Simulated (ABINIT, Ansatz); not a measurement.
# Ba2MgH6 (P-3m1): bands and cutoff in G0W0 with ABINIT, part 2 of 2

What does each rung of G0W0 on Ba2MgH6 (P-3m1) cost, and what does it buy?

ABINIT 10.8.3; LDA and many-body steps on it, plane waves. Known limits of the many-body steps: not at the basis limit; no spin-orbit coupling; coarse k mesh.

So far. Step 3 (Screening, 3×3×2 mesh, 44 bands, screening to 62.6 eV): Local fields lower ε∞ by 11 %. On a Γ-centred mesh this coarse the value itself is usually too large, while a short band sum pulls it down. Step 4 (44 bands, 62.6 eV): The gap on the mesh goes from 2.61 eV to 4.24 eV, a correction of +1.63 eV.

## (6) 103 bands, 114.3 eV

This step: G0W0 on LDA, plane waves, norm-conserving pseudopotentials.

The input, run.abi:

```
acell 3*1.0 Angstrom
rprim 
  5.717818886904 0.000000000024 0.000000000000
  -2.858909443473 4.951776410285 0.000000000000
  0.000000000000 0.000000000000 4.538310090000
ntypat 3
znucl 56 12 1
natom 9
typat 1 1 2 3 3 3 3 3 3
xred 
  0.666666666667 0.333333333333 0.267038260000
  0.333333333333 0.666666666667 0.732961740000
  0.000000000000 0.000000000000 0.000000000000
  0.829634400000 0.659268800000 0.775326710000
  0.829634400000 0.170365600000 0.775326710000
  0.340731200000 0.170365600000 0.775326710000
  0.170365600000 0.340731200000 0.224673290000
  0.170365600000 0.829634400000 0.224673290000
  0.659268800000 0.829634400000 0.224673290000
pp_dirpath "pseudos"
pseudos "Ba.upf, Mg.upf, H.upf"
ecut 38
ngkpt 3 3 2
nshiftk 1
shiftk 0 0 0
kptopt 1
chksymbreak 0
istwfk *1
occopt 1
irdwfk 1
optdriver 4
nband 103
gwcalctyp 0
ecutsigx 38
symsigma 1
nkptgw 2
kptgw 
  0.3333333333 0.0000000000 0.0000000000
  0.0000000000 0.0000000000 0.0000000000
bdgw 
  17 20
  17 21
ecuteps 4.2
irdscr 1
ppmodel 1
indata_prefix "in"
outdata_prefix "out"
tmpdata_prefix "tmp"
```

Run with:

```bash
$ OMP_NUM_THREADS=1 mpirun -n 4 abinit run.abi > log
```

Numbers of over 12 decimals in the logs are rounded to 6 here.

Output:

```text
.Version 10.8.3 of ABINIT. v10.8.2 released Aug 2026.

 Symmetries : space group P-3 m 1 (#164); Bravais hP (primitive hexag.)
[... echo of the input left out ...]
== DATASET  1 ==================================================================
-   mpi_nproc: 4, omp_nthreads: 1 (-1 if OMP is not activated)

--- !DatasetInfo
iteration_state: {dtset: 1, }
dimensions: {natom: 9, nkpt: 6, mband: 103, nsppol: 1, nspinor: 1, nspden: 1, mpw: 9726, }
cutoff_energies: {ecut:  38.0, pawecutdg:  -1.0, }
electrons: {nelect:   3.60000000E+01, charge:   0.00000000E+00, occopt:   1.00000000E+00, tsmear:   1.00000000E-02, }

 SIGMA: Calculation of the GW corrections

 Based on a program developped by R.W. Godby, V. Olevano, G. Onida, and L. Reining.
 Incorporated in ABINIT by V. Olevano, G.-M. Rignanese, and M. Torrent.
.Using double precision arithmetic ; gwpc =  8

[... cell and pseudopotentials left out ...]
--------------------------------------------------------------------------------

 ==== K-mesh for the wavefunctions ====
 Number of points in the irreducible wedge :     6
[... list of points left out ...]
 Together with 12 symmetry operations and time-reversal symmetry
 yields    18 points in the full Brillouin Zone.

 ==== Q-mesh for screening function ====
 Number of points in the irreducible wedge :     6
[... list of points left out ...]
 Together with 12 symmetry operations and time-reversal symmetry
 yields    18 points in the full Brillouin Zone.

 vcoul_init : cutoff-mode = AUXILIARY_FUNCTION
 q-points for optical limit:   1
     1)      0.000010    0.000020    0.000030
 setmesh: FFT mesh size selected  =    54x   54x   48
          total number of points  =       139968

 Number of electrons calculated from density =   36.0000; Expected =   36.0000
[...]
number of omega for Sigma on real axis              0
 max omega for Sigma on real axis  [eV]           0.00
 zcut for avoiding poles [eV]                     0.10

 EPSILON^-1 parameters (SCR file):
 dimension of the eps^-1 matrix on file            355
 dimension of the eps^-1 matrix used               355
 number of plane-waves for wavefunctions          9653
 number of bands                                   103
 number of q-points in IBZ                           6
 number of frequencies                               2
 number of real frequencies                          1
 number of imag frequencies                          1

 matrix elements of self-energy operator (all in [eV])

 Perturbative Calculation

--- !SelfEnergy_ee
iteration_state: {dtset: 1, }
kpoint     : [   0.333,    0.000,    0.000, ]
spin       : 1
KS_gap     :    3.236
QP_gap     :    4.916
Delta_QP_KS:    1.680
data: !SigmaeeData |
     Band     E0 <VxcDFT>   SigX SigC(E0)      Z dSigC/dE  Sig(E)    E-E0       E
       17   2.791 -10.749 -13.691   2.114   0.780  -0.282 -11.395  -0.647   2.144
       18   3.309 -10.983 -13.836   2.026   0.782  -0.278 -11.630  -0.647   2.662
       19   6.545  -9.314  -4.491  -3.558   0.817  -0.224  -8.281   1.033   7.578
[...]
--- !SelfEnergy_ee
iteration_state: {dtset: 1, }
kpoint     : [   0.000,    0.000,    0.000, ]
spin       : 1
KS_gap     :    2.729
QP_gap     :    4.295
Delta_QP_KS:    1.566
data: !SigmaeeData |
     Band     E0 <VxcDFT>   SigX SigC(E0)      Z dSigC/dE  Sig(E)    E-E0       E
[...]
20   7.049  -9.780  -4.575  -3.799   0.813  -0.230  -8.638   1.142   8.191
       21   7.049  -9.780  -4.575  -3.799   0.813  -0.230  -8.638   1.142   8.191

== END DATASET(S) ==============================================================
================================================================================

 -outvars: echo values of variables after computation  --------
           etotal      0.0000000000E+00
            nband         103
             nkpt           6
          spgroup         164
 [... the other variables as echoed above ...]

 Calculation completed.
```

Elapsed: 13 s, on 4 MPI ranks of Arm Neoverse V2, shared host; peak memory 1.1 GiB.

This step gave:

- G0W0 gap on the points computed: 4.19 eV
- starting gap on the mesh: 2.607 eV
- k of the valence top: 0.3333, 0, 0
- k of the conduction bottom: 0, 0, 0
- Z at the valence top: 0.782
- Z at the conduction bottom: 0.822
- least direct G0W0 gap on the computed points: 4.295 eV

Against G0W0 in ABINIT (3×3×2 mesh, 44 bands, screening to 62.6 eV, Godby-Needs plasmon pole), the gap moves by −0.049 eV.

## (7) Screening, 3×3×2 mesh, 226 bands, screening to 176.9 eV

This step: RPA screening on LDA, plane waves, norm-conserving pseudopotentials.

Changes to run.abi since step 6:

```diff
@@ -30,17 +30,8 @@
 irdwfk 1
-optdriver 4
-nband 103
-gwcalctyp 0
-ecutsigx 38
-symsigma 1
-nkptgw 2
-kptgw 
-  0.3333333333 0.0000000000 0.0000000000
-  0.0000000000 0.0000000000 0.0000000000
-bdgw 
-  17 20
-  17 21
-ecuteps 4.2
-irdscr 1
-ppmodel 1
+optdriver 3
+nband 226
+ecuteps 6.5
+inclvkb 2
+awtr 1
+symchi 1
 indata_prefix "in"
```

Output:

```text
.Version 10.8.3 of ABINIT. v10.8.2 released Aug 2026.

 Symmetries : space group P-3 m 1 (#164); Bravais hP (primitive hexag.)
[... echo of the input left out ...]
== DATASET  1 ==================================================================
-   mpi_nproc: 4, omp_nthreads: 1 (-1 if OMP is not activated)

--- !DatasetInfo
iteration_state: {dtset: 1, }
dimensions: {natom: 9, nkpt: 6, mband: 226, nsppol: 1, nspinor: 1, nspden: 1, mpw: 9726, }
cutoff_energies: {ecut:  38.0, pawecutdg:  -1.0, }
[...]
--------------------------------------------------------------------------------
[... chi0 elements left out ...]
 For q-point:  0.000010 0.000020 0.000030
  dielectric constant =   6.1316
  dielectric constant without local fields =   6.8403

  Average fulfillment of the sum rule on Im[epsilon] for q-point    1 :     80.82  [%]
[... wings left out ...]
  q-point number  2        q = ( 0.333333, 0.000000, 0.000000) [r.l.u.]
--------------------------------------------------------------------------------
[... chi0 elements left out ...]
  Average fulfillment of the sum rule on Im[epsilon] for q-point    2 :     85.84  [%]

 [... 4 further q-points ...]
```

Elapsed: 1.8 min, on 4 MPI ranks; peak memory 2.4 GiB; 7.1 min of CPU time.

Numbers from this step:

* ε∞ with local fields, on this mesh, along the program's q direction: 6.132
* the same without local fields: 6.840
* plasma frequency: 19.65 eV
* plane waves in the screening matrix: 669

## (8) 226 bands, 176.9 eV

This step: G0W0 on LDA, plane waves, norm-conserving pseudopotentials.

Changes to run.abi since step 7:

```diff
@@ -30,8 +30,17 @@
 irdwfk 1
-optdriver 3
+optdriver 4
 nband 226
+gwcalctyp 0
+ecutsigx 38
+symsigma 1
+nkptgw 2
+kptgw 
+  0.3333333333 0.0000000000 0.0000000000
+  0.0000000000 0.0000000000 0.0000000000
+bdgw 
+  17 20
+  17 21
 ecuteps 6.5
-inclvkb 2
-awtr 1
-symchi 1
+irdscr 1
+ppmodel 1
 indata_prefix "in"
```

Output:

```text
.Version 10.8.3 of ABINIT. v10.8.2 released Aug 2026.

 Symmetries : space group P-3 m 1 (#164); Bravais hP (primitive hexag.)
[... echo of the input left out ...]
== DATASET  1 ==================================================================
-   mpi_nproc: 4, omp_nthreads: 1 (-1 if OMP is not activated)

--- !DatasetInfo
iteration_state: {dtset: 1, }
dimensions: {natom: 9, nkpt: 6, mband: 226, nsppol: 1, nspinor: 1, nspden: 1, mpw: 9726, }
cutoff_energies: {ecut:  38.0, pawecutdg:  -1.0, }
[...]
Band     E0 <VxcDFT>   SigX SigC(E0)      Z dSigC/dE  Sig(E)    E-E0       E
[...]
20   7.049  -9.780  -4.575  -4.125   0.810  -0.235  -8.906   0.874   7.923
       21   7.049  -9.780  -4.575  -4.125   0.810  -0.235  -8.906   0.874   7.923

== END DATASET(S) ==============================================================
================================================================================

 -outvars: echo values of variables after computation  --------
           etotal      0.0000000000E+00
            nband         226
             nkpt           6
          spgroup         164
 [... the other variables as echoed above ...]

 Calculation completed.
```

It took 78 s on 4 MPI ranks; peak memory 2.5 GiB.

Numbers from this step:

```yaml
g0w0_gap_on_the_points_computed: 4.276 eV
starting_gap_on_the_mesh: 2.607 eV
k_of_the_valence_top: 0.3333, 0, 0
k_of_the_conduction_bottom: 0, 0, 0
least_direct_g0w0_gap_on_the_computed_points: 4.376 eV
```

Against G0W0 in ABINIT (3×3×2 mesh, 103 bands, screening to 114.3 eV, Godby-Needs plasmon pole), the gap moves by +0.086 eV.

## (9) Side by side

Times are wall times on 4 MPI ranks of Arm Neoverse V2, shared host, good to a factor of about two. A run's time includes the screening step that it read.

| run | mesh | bands | screening cutoff (eV) | DFT gap (eV) | gap on the mesh (eV) | direct (eV) | ε∞ used | time |
| --- | --- | --- | --- | --- | --- | --- | --- | --- |
| 44 bands, 62.6 eV | 3×3×2 | 44 | 62.6 | 2.607 | 4.239 | 4.350 | 6.08 | 14 s |
| 103 bands, 114.3 eV | 3×3×2 | 103 | 114.3 | 2.607 | 4.190 | 4.295 | 6.12 | 41 s |
| 226 bands, 176.9 eV | 3×3×2 | 226 | 176.9 | 2.607 | 4.276 | 4.376 | 6.13 | 3.1 min |

## (10) Summary of results

```json
{
  "44 bands, 62.6 eV": "4.239 eV",
  "103 bands, 114.3 eV": "4.190 eV",
  "226 bands, 176.9 eV": "4.276 eV",
  "known limits": "not at the basis limit; no spin-orbit coupling; coarse k mesh"
}
```

From the first rung to the last the gap moves by +0.04 eV for 13 times the time. The gap turns back along the series, so no limit is drawn from it. In the first G0W0 run levels were corrected at 2 k points alone, so a gap called «on the mesh» is the least over those, and an edge elsewhere would be missed. The 3×3×2 mesh is coarse for this cell, which bears on the long-range parts of exchange and screening. The many-body steps are scalar-relativistic: spin-orbit coupling is not in them.

[Paths, hosts, dates, memory and timing lines, banners, echoed tables and standing remarks are left out of the program output.]

[Logs are printed without paths, hosts, clocks, repeated set-up lines and the standing remarks that a program may print on its own settings, such as how far it seeks lower states.]

[Runs of the session that timed out or met a known fault of the program may be left out.]

[No measured gap is set beside runs whose start may be inverted or whose files or cutoffs have a known fault.]

[Hosts, paths, dates, database ids (printed as entryN), source tags and the programs' standing remarks are cut or masked in the printed files.]

[G0W0 gaps are taken among the corrected bands and points alone; a level outside them can change the order at an edge.]

[Where Ansatz stands beside ABINIT at settings called matched, ABINIT's density can come from a denser mesh and the files from another edition; pairs whose starting gaps differed by over 0.03 eV were left out, so agreement reads better than it is.]
